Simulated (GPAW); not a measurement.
Records of electronic-structure calculations.

Quasiparticle gap of SrCl2 (Fm-3m) in GPAW. The structure is cubic, space group Fm-3m (No. 225). Conventional cell: a = 6.977 Å, b = 6.977 Å, c = 6.977 Å, α = 90.00°, β = 90.00°, γ = 90.00°. Nearest to Sr lie 8 Cl at 3.02 Å. Cl has 4 Sr at 3.02 Å nearest. Farther neighbours and most contacts between anions are not listed. The calculation used DFT, LDA, plane waves, PAW (and 1 further level or step) in GPAW 26.7.0, with cutoff 450 eV, GPAW PAW setups 1.2.1 data release, 4×4×4 k-mesh, nbands 295 in one of its runs. The LDA gap is 4.88 eV, indirect. The G0W0 gap on the mesh is 7.19 eV, the GW settings are 4×4×4 mesh, 132 bands, screening to 78 eV, Godby-Needs plasmon pole and the known limits are not at the basis limit; no spin-orbit coupling. It took 3 runs, 60 s in all on 4 MPI ranks of Arm Neoverse V1, shared host (the runs of this entry). G0W0 moves the gap on the mesh from 4.88 eV to 7.19 eV (+2.31 eV), with Z of 0.81 and 0.86 at the edges. Only 2 of the mesh's irreducible points were corrected, so a valley elsewhere could overtake. The cell and positions come from the Crystallography Open Database and are kept as given unless a step says otherwise. Limits: no spin-orbit coupling. Bands and cutoff are finite, so the gap is not at the basis limit. The miss can reach some tenths of an eV and take either sign; the mesh is an error of its own.

```xyz
3
Lattice="0.0000 3.4883 3.4883 3.4883 0.0000 3.4883 3.4883 3.4884 0.0000" Properties=species:S:1:pos:R:3 pbc="T T T"
Sr    0.0000    0.0000    0.0000
Cl    1.7442    1.7442    1.7442
Cl    5.2325    5.2325    5.2325
```

[Paths, hosts, dates, memory and timing lines, banners, echoed tables and standing remarks are left out of the program output.]

[Logs are printed without paths, hosts, clocks, repeated set-up lines and the standing remarks that a program may print on its own settings, such as how far it seeks lower states.]

[Runs of the session that timed out or met a known fault of the program may be left out.]

[Hosts, paths, dates, database ids (printed as entryN), source tags and the programs' standing remarks are cut or masked in the printed files.]
